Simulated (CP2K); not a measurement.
Consider formate dihydrate at its PBE geometry (Å).

```xyz
10

O    -0.9853    0.7036   -0.2819
C    -1.5607   -0.4177   -0.1002
O    -1.0719   -1.5857   -0.1872
O     1.4200   -0.7651   -0.8355
O     1.2257    1.5290    1.1871
H    -2.6565   -0.3673    0.1667
H     0.9608    0.0803   -1.0158
H     0.6085   -1.2818   -0.5568
H     0.3495    1.3625    0.7553
H     1.7099    0.7423    0.8682
```

Method: CP2K XAS_TDP, all-electron GAPW, PBEh(45%), aug-cc-pVDZ, TDA, no relativity.

Question: Predict the bright core excitations at the C K edge.

Leading lines: C2 283.35 eV. The leading line of an atom is its first one with 35 % of the strongest within 2.5 eV of its lowest line over the strength cut. 

The first six lines of each atom with a strength over 0.0015:

| atom | energy (eV) | states | strength, one atom |
| --- | --- | --- | --- |
| C2 (bonded to 2 O and H) | 283.35 | 1 | 0.0742 |
|  | 285.72 | 1 | 0.0103 |
|  | 287.21 | 1 | 0.0016 |
|  | 287.95 | 1 | 0.0020 |
|  | 288.04 | 1 | 0.0038 |
|  | 288.24 | 1 | 0.0135 |

Lines are vertical, at one geometry, with no vibrational structure. Without a correction of the core level, line positions, and the gaps between valence and Rydberg lines, follow the share of exact exchange. At this level such K lines come out 3 to 6 eV under measured ones. These values hold no scalar relativity, about 0.1 eV for C 1s. Rydberg lines, and the discretised continuum above threshold, depend on the basis and the box. This is one low-energy arrangement of the cluster, relaxed without a dispersion correction; others exist. The ion (charge -1) is isolated, with no counter-ion or solvent. In an isolated anion many lines lie above the ionisation threshold and are held only by the finite basis.

[Banner, clock and machine lines of the logs are left out without a mark of their own.]

[Logs are printed without paths, hosts, clocks, repeated set-up lines and the standing remarks that a program may print on its own settings, such as how far it seeks lower states.]

[Hosts, paths, dates, database ids (printed as entryN), source tags and the programs' standing remarks are cut or masked in the printed files.]
